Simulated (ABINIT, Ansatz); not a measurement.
# TlBiSe3 (Pm-3m): zone-centre phonons, part 2 of 4

Which modes does TlBiSe3 (Pm-3m) have at the zone centre?

ABINIT 10.8.3; DFT LDA, scalar-relativistic, plane waves, HGH norm-conserving pseudopotentials.

So far. Step 2 (Relaxing the cell and atoms): The volume changes by +0.2 % from the cell with which this run began. Step 3 (Self-consistent run for the response): The cell stands at -0.79 GPa: the relaxation ran with a smoothed and higher cutoff, and the difference is a stress of the finite basis. The relaxed cell has a = 5.395 Å (conventional setting).

The structure was built from a prototype and need not be the compound's stable phase.

## (4) Zone-centre response

At q = 0 one unit cell holds all displacements. The response is solved for single atoms along the cell's directions, and symmetry skips those that follow from others. The crystal is treated as a metal, which screens a static field, so no field response is asked.

Input file dfpt_gamma.abi:

```

# common to the responses
getwfk_filepath "gso_WFK"
kptopt 2
nqpt 1
qpt 0.0 0.0 0.0
asr 0
chneut 0

# displacements
rfphon 1
rfatpol 1 5
rfdir 1 1 1
tolvrs 1.0d-10
prtwf 0

# basis, mesh and filling
ecut 20.0
ixc 7
ngkpt 6 6 6
nshiftk 1
shiftk 0.0 0.0 0.0
istwfk *1
occopt 6
tsmear 0.01
nband 20
nstep 100
diemac 1000000.0
prtebands 0
prtgsr 0

# cell and atoms
acell 3*1.0 Angstrom
rprim 
    5.395009614 0.0 0.0
    0.0 5.395009614 0.0
    0.0 0.0 5.395009614
ntypat 3
znucl 81 83 34
natom 5
typat 1 2 3 3 3
xred 
    0.0 0.0 0.0
    0.5 0.5 0.5
    0.5 0.5 0.0
    0.5 0.0 0.5
    0.0 0.5 0.5
pp_dirpath "./pseudo"
pseudos "Tl.hgh, Bi.hgh, Se.hgh"
```

Run with:

```
$ OMP_NUM_THREADS=1 mpirun -n 4 abinit dfpt_gamma.abi > dfpt_gamma.log
```

Numbers of over 12 decimals in the logs are rounded to 6 here.

dfpt_gamma.abo, the main output file:

```text
[banners, grids, parts of the stress and lines that vanish by symmetry left out]
- input  file    -> dfpt_gamma.abi
- output file    -> dfpt_gamma.abo
- root for input  files -> dfpt_gammai
- root for output files -> dfpt_gammao

 Symmetries : space group Pm -3 m (#221); Bravais cP (primitive cubic)
================================================================================
 Values of the parameters that define the memory need of the present run (RF).
     intxc =       0      iscf =       7    lmnmax =       6     lnmax =       6
     mgfft =      45  mpssoang =       3    mqgrid =    3001     natom =       5
  nloc_mem =       1    nspden =       1   nspinor =       1    nsppol =       1
      nsym =      48    n1xccc =       0    ntypat =       3    occopt =       6
   xclevel =       1
-    mband =          20        mffmem =           1         mkmem =          28
-   mkqmem =          28        mk1mem =          28           mpw =        4632
      nfft =       91125          nkpt =         112
- my_mband =          20
================================================================================
================================================================================

--------------------------------------------------------------------------------
------------- Echo of variables that govern the present computation ------------
--------------------------------------------------------------------------------
-
- outvars: echo of selected default values
-   iomode0 =  0 , fftalg0 =312 , wfoptalg0 =  0
-
- outvars: echo of global parameters not present in the input file
-  max_nthreads =    1
-
 -outvars: echo values of preprocessed input variables
 [... echo left out ...]
================================================================================

 chkinp: Checking input parameters for consistency.

[...]
== DATASET  1 ==================================================================
-   mpi_nproc: 4, omp_nthreads: 1 (-1 if OMP is not activated)

--- !DatasetInfo
iteration_state: {dtset: 1, }
dimensions: {natom: 5, nkpt: 112, mband: 20, nsppol: 1, nspinor: 1, nspden: 1, mpw: 4632, }
cutoff_energies: {ecut:  20.0, pawecutdg:  -1.0, }
electrons: {nelect:   2.60000000E+01, charge:   0.00000000E+00, occopt:   6.00000000E+00, tsmear:   1.00000000E-02, }
meta: {optdriver: 1, rfphon: 1, }
...

 mkfilename: getwfk from: gso_WFK

 Exchange-correlation functional for the present dataset will be:
  LDA: Perdew-Wang 92 LSD fit to Ceperley-Alder data - ixc=7
 Citation for XC functional:
  J.P.Perdew and Y.Wang, PRB 45, 13244 (1992)

 Real(R)+Recip(G) space primitive vectors, cartesian coordinates (Bohr,Bohr^-1):
 R(1)= 10.1950906  0.0000000  0.0000000  G(1)=  0.0980864  0.0000000  0.0000000
 R(2)=  0.0000000 10.1950906  0.0000000  G(2)=  0.0000000  0.0980864  0.0000000
 R(3)=  0.0000000  0.0000000 10.1950906  G(3)=  0.0000000  0.0000000  0.0980864
 Unit cell volume ucvol=  1.0596764E+03 bohr^3
 Angles (23,13,12)=  9.00000000E+01  9.00000000E+01  9.00000000E+01 degrees
 setup1 : take into account q-point for computing boxcut.

 getcut: wavevector=  0.0000  0.0000  0.0000  ngfft=  45  45  45
         ecut(hartree)=     20.000   => boxcut(ratio)=   2.14379

--- Pseudopotential description ------------------------------------------------
- pspini: atom type   1  psp file is ./pseudo/Tl.hgh

- pspini: atom type   2  psp file is ./pseudo/Bi.hgh

- pspini: atom type   3  psp file is ./pseudo/Se.hgh

   1.73747037E+03                                ecore*ucvol(ha*bohr**3)
--------------------------------------------------------------------------------

 ==>  initialize data related to q vector <==

 The list of irreducible perturbations for this q vector is:
    1)    idir= 1    ipert=   1
    2)    idir= 1    ipert=   2
    3)    idir= 1    ipert=   3
    4)    idir= 3    ipert=   3

[...]
The perturbation idir=   2  ipert=   1 is
 symmetric of a previously calculated perturbation.
 So, its SCF calculation is not needed.

 The perturbation idir=   3  ipert=   1 is
 symmetric of a previously calculated perturbation.
 So, its SCF calculation is not needed.

 The perturbation idir=   2  ipert=   2 is
 symmetric of a previously calculated perturbation.
 So, its SCF calculation is not needed.

 The perturbation idir=   3  ipert=   2 is
 symmetric of a previously calculated perturbation.
 So, its SCF calculation is not needed.

[...]
The perturbation idir=   2  ipert=   5 is
 symmetric of a previously calculated perturbation.
 So, its SCF calculation is not needed.

 The perturbation idir=   3  ipert=   5 is
 symmetric of a previously calculated perturbation.
 So, its SCF calculation is not needed.

--------------------------------------------------------------------------------
 Perturbation wavevector (in red.coord.)   0.000000  0.000000  0.000000
 Perturbation : displacement of atom   1   along direction   1
 Found     8 symmetries that leave the perturbation invariant.

[...]
dfpt_looppert : total number of electrons, from k and k+q
  fully or partially occupied states are    2.600000E+01 and    2.600000E+01.
 Initialisation of the first-order wave-functions :
  ireadwf=   0

--- !BeginCycle
iteration_state: {dtset: 1, }
solver: {iscf: 7, nstep: 100, nline: 4, wfoptalg: 0, }
tolerances: {tolvrs: 1.00E-10, }
...

     iter   2DEtotal(Ha)        deltaE(Ha) residm    vres2
-ETOT  1   15.661024387160     -3.687E+01 1.253E+00 6.104E+04
 ETOT  2  9.06099528286859E-02 -1.557E+01 8.809E-02 2.971E+03
 ETOT  3 -0.626415     -7.170E-01 1.330E-02 2.964E+02
 ETOT  4 -0.693589     -6.717E-02 1.583E-03 4.268E+00
 ETOT  5 -0.694425     -8.363E-04 1.618E-04 3.523E-02
[...]
At SCF step   11       vres2   =  2.36E-11 < tolvrs=  1.00E-10 =>converged.
[...]
Mean square residual over all n,k,spin=   64.046E-10; max=  24.559E-07

 Thirteen components of 2nd-order total energy (hartree) are
 1,2,3: 0th-order hamiltonian combined with 1st-order wavefunctions
     kin0=   5.84956019E+01 eigvalue=   2.34830000E+00  local=  -3.27495081E+01
 4,5,6: 1st-order hamiltonian combined with 1st and 0th-order wfs
 loc psp =  -8.32387687E+00  Hartree=   1.18535396E+01     xc=  -7.47973255E+00
 note that "loc psp" includes a xc core correction that could be resolved
 7,8,9: eventually, occupation + non-local contributions
    edocc=   9.89982106E+00     enl0=   1.08580236E+01   enl1=  -9.81282143E+01
 1-9 gives the relaxation energy (to be shifted if some occ is /=2.0)
   erelax=  -5.32260457E+01
 10,11,12 Non-relaxation  contributions : frozen-wavefunctions and Ewald
 fr.local=  -2.26714361E+01 fr.nonlo=   4.68534628E+01  Ewald=   2.83495787E+01
 13,14 Frozen wf xc core corrections (1) and (2)
 frxc 1  =   0.00000000E+00  frxc 2 =   0.00000000E+00
 Resulting in :
 2DEtotal=   -0.6944402964E+00 Ha. Also 2DEtotal=   -0.188966831308E+02 eV
    (2DErelax=   -5.3226045670E+01 Ha. 2DEnonrelax=    5.2531605373E+01 Ha)
    (  non-var. 2DEtotal :   -6.9444021245E-01 Ha)

[...]
Perturbation wavevector (in red.coord.)   0.000000  0.000000  0.000000
 Perturbation : displacement of atom   2   along direction   1
 Found     8 symmetries that leave the perturbation invariant.

[...]
dfpt_looppert : total number of electrons, from k and k+q
  fully or partially occupied states are    2.600000E+01 and    2.600000E+01.
 Initialisation of the first-order wave-functions :
  ireadwf=   0

--- !BeginCycle
iteration_state: {dtset: 1, }
solver: {iscf: 7, nstep: 100, nline: 4, wfoptalg: 0, }
tolerances: {tolvrs: 1.00E-10, }
...

     iter   2DEtotal(Ha)        deltaE(Ha) residm    vres2
-ETOT  1   133.71720671838     -6.706E+01 4.845E+00 4.172E+05
[...]
At SCF step   12       vres2   =  8.02E-11 < tolvrs=  1.00E-10 =>converged.
[...]
Mean square residual over all n,k,spin=   18.134E-08; max=  11.587E-05

 Thirteen components of 2nd-order total energy (hartree) are
 1,2,3: 0th-order hamiltonian combined with 1st-order wavefunctions
     kin0=   1.58377762E+02 eigvalue=   1.37192322E+01  local=  -4.12403654E+01
 4,5,6: 1st-order hamiltonian combined with 1st and 0th-order wfs
 loc psp =  -2.34114960E+02  Hartree=   4.61069451E+01     xc=  -1.73042433E+01
 note that "loc psp" includes a xc core correction that could be resolved
 7,8,9: eventually, occupation + non-local contributions
    edocc=   1.77068130E+01     enl0=   2.09132518E+01   enl1=  -1.62443830E+02
 1-9 gives the relaxation energy (to be shifted if some occ is /=2.0)
   erelax=  -1.98279395E+02
 10,11,12 Non-relaxation  contributions : frozen-wavefunctions and Ewald
 fr.local=   7.65891039E+01 fr.nonlo=   8.10446532E+01  Ewald=   4.31406633E+01
 13,14 Frozen wf xc core corrections (1) and (2)
 frxc 1  =   0.00000000E+00  frxc 2 =   0.00000000E+00
 Resulting in :
 2DEtotal=    0.2495025152E+01 Ha. Also 2DEtotal=    0.678930931099E+02 eV
    (2DErelax=   -1.9827939520E+02 Ha. 2DEnonrelax=    2.0077442035E+02 Ha)
    (  non-var. 2DEtotal :    2.4950251788E+00 Ha)

[...]
Perturbation wavevector (in red.coord.)   0.000000  0.000000  0.000000
 Perturbation : displacement of atom   3   along direction   1
 Found     4 symmetries that leave the perturbation invariant.

[...]
dfpt_looppert : total number of electrons, from k and k+q
  fully or partially occupied states are    2.600000E+01 and    2.600000E+01.
 Initialisation of the first-order wave-functions :
  ireadwf=   0

--- !BeginCycle
iteration_state: {dtset: 1, }
solver: {iscf: 7, nstep: 100, nline: 4, wfoptalg: 0, }
tolerances: {tolvrs: 1.00E-10, }
...

     iter   2DEtotal(Ha)        deltaE(Ha) residm    vres2
-ETOT  1   297.95906083525     -3.152E+02 4.558E+00 9.038E+05
[...]
At SCF step   14       vres2   =  2.24E-12 < tolvrs=  1.00E-10 =>converged.
[...]
Mean square residual over all n,k,spin=   16.054E-08; max=  12.130E-05

 Thirteen components of 2nd-order total energy (hartree) are
 1,2,3: 0th-order hamiltonian combined with 1st-order wavefunctions
     kin0=   6.16276535E+02 eigvalue=   1.94830265E+01  local=  -3.78858582E+02
 4,5,6: 1st-order hamiltonian combined with 1st and 0th-order wfs
 loc psp =  -2.98645537E+02  Hartree=   1.58245409E+02     xc=  -5.64061629E+01
 note that "loc psp" includes a xc core correction that could be resolved
 7,8,9: eventually, occupation + non-local contributions
    edocc=   1.57827575E+01     enl0=   2.40132927E+02   enl1=  -9.30666284E+02
 1-9 gives the relaxation energy (to be shifted if some occ is /=2.0)
   erelax=  -6.14655911E+02
 10,11,12 Non-relaxation  contributions : frozen-wavefunctions and Ewald
 fr.local=   1.46266873E+02 fr.nonlo=   4.69480435E+02  Ewald=  -2.60766390E+00
 13,14 Frozen wf xc core corrections (1) and (2)
 frxc 1  =   0.00000000E+00  frxc 2 =   0.00000000E+00
 Resulting in :
 2DEtotal=   -0.1516267344E+01 Ha. Also 2DEtotal=   -0.412597363586E+02 eV
    (2DErelax=   -6.1465591065E+02 Ha. 2DEnonrelax=    6.1313964331E+02 Ha)
    (  non-var. 2DEtotal :   -1.5162673836E+00 Ha)

[...]
Perturbation wavevector (in red.coord.)   0.000000  0.000000  0.000000
 Perturbation : displacement of atom   3   along direction   3
 Found     8 symmetries that leave the perturbation invariant.

--------------------------------------------------------------------------------

--------------------------------------------------------------------------------

 dfpt_looppert : total number of electrons, from k and k+q
  fully or partially occupied states are    2.600000E+01 and    2.600000E+01.
 Initialisation of the first-order wave-functions :
  ireadwf=   0

--- !BeginCycle
iteration_state: {dtset: 1, }
solver: {iscf: 7, nstep: 100, nline: 4, wfoptalg: 0, }
tolerances: {tolvrs: 1.00E-10, }
...

     iter   2DEtotal(Ha)        deltaE(Ha) residm    vres2
-ETOT  1   454.35787551157     -1.637E+02 2.335E+00 1.282E+06
[...]
ETOT 12   5.456965      1.455E-11 1.608E-04 1.754E-10
 ETOT 13   5.456965     -1.228E-11 6.927E-05 6.894E-12

 At SCF step   13       vres2   =  6.89E-12 < tolvrs=  1.00E-10 =>converged.
[...]
Mean square residual over all n,k,spin=   97.108E-09; max=  69.267E-06

 Thirteen components of 2nd-order total energy (hartree) are
 1,2,3: 0th-order hamiltonian combined with 1st-order wavefunctions
     kin0=   5.84918576E+02 eigvalue=   2.36000178E+01  local=  -3.45506405E+02
 4,5,6: 1st-order hamiltonian combined with 1st and 0th-order wfs
 loc psp =  -3.19836108E+02  Hartree=   1.69644608E+02     xc=  -5.56061385E+01
 note that "loc psp" includes a xc core correction that could be resolved
 7,8,9: eventually, occupation + non-local contributions
    edocc=   3.16944201E+01     enl0=   2.03855692E+02   enl1=  -9.05365430E+02
 1-9 gives the relaxation energy (to be shifted if some occ is /=2.0)
   erelax=  -6.12600769E+02
 10,11,12 Non-relaxation  contributions : frozen-wavefunctions and Ewald
 fr.local=   2.49927763E+01 fr.nonlo=   4.39938784E+02  Ewald=   1.53126173E+02
 13,14 Frozen wf xc core corrections (1) and (2)
 frxc 1  =   0.00000000E+00  frxc 2 =   0.00000000E+00
 Resulting in :
 2DEtotal=    0.5456965053E+01 Ha. Also 2DEtotal=    0.148491583782E+03 eV
    (2DErelax=   -6.1260076860E+02 Ha. 2DEnonrelax=    6.1805773365E+02 Ha)
    (  non-var. 2DEtotal :    5.4569646953E+00 Ha)

[...]
---- first-order wavefunction calculations are completed ----

 ==> Compute Derivative Database <==

 [... matrices left out ...]
  Phonon wavevector (reduced coordinates) :  0.00000  0.00000  0.00000
 Phonon energies in Hartree :
  -3.754081E-04 -3.754081E-04 -3.754081E-04 -3.199702E-04 -3.199702E-04
  -3.199702E-04 -1.343478E-04 -1.343478E-04 -1.343478E-04 -7.934794E-06
  -7.934793E-06 -7.934793E-06  6.845133E-04  6.845133E-04  6.845133E-04
 Phonon frequencies in cm-1    :
- -8.239256E+01 -8.239256E+01 -8.239256E+01 -7.022534E+01 -7.022534E+01
- -7.022534E+01 -2.948594E+01 -2.948594E+01 -2.948594E+01 -1.741486E+00
- -1.741486E+00 -1.741486E+00  1.502333E+02  1.502333E+02  1.502333E+02

== END DATASET(S) ==============================================================
================================================================================

 -outvars: echo values of variables after computation
            acell      1.8897261259E+00  1.8897261259E+00  1.8897261259E+00 Bohr
           etotal      5.4569650528E+00
            fcart      0.0000000000E+00  0.0000000000E+00  0.0000000000E+00
           strten      0.0000000000E+00  0.0000000000E+00  0.0000000000E+00
================================================================================
```

Run time: 3.9 min. Hardware: 4 MPI ranks of Intel Xeon at 2.70GHz, shared host; 16 min of CPU time.

Read from the output:

```
largest acoustic frequency at the zone centre before the sum rule : -1.74 cm⁻¹
highest optical zone-centre mode (no LO-TO term)                  : 150.2 cm⁻¹
lowest optical zone-centre mode                                   : -82.39 cm⁻¹
```

The acoustic modes at Γ come out as far as 1.7 cm⁻¹ from zero, where they should vanish, a small numerical error. The lowest optical mode is imaginary, 82i cm⁻¹, an instability at this level and on this k mesh.

(Part 2 of 4 ends here.)

[Host names and launcher messages were left out of these logs when they were recorded.]

[Logs are printed without paths, hosts, clocks, repeated set-up lines and the standing remarks that a program may print on its own settings, such as how far it seeks lower states.]

[Hosts, paths, dates, database ids (printed as entryN), source tags and the programs' standing remarks are cut or masked in the printed files.]
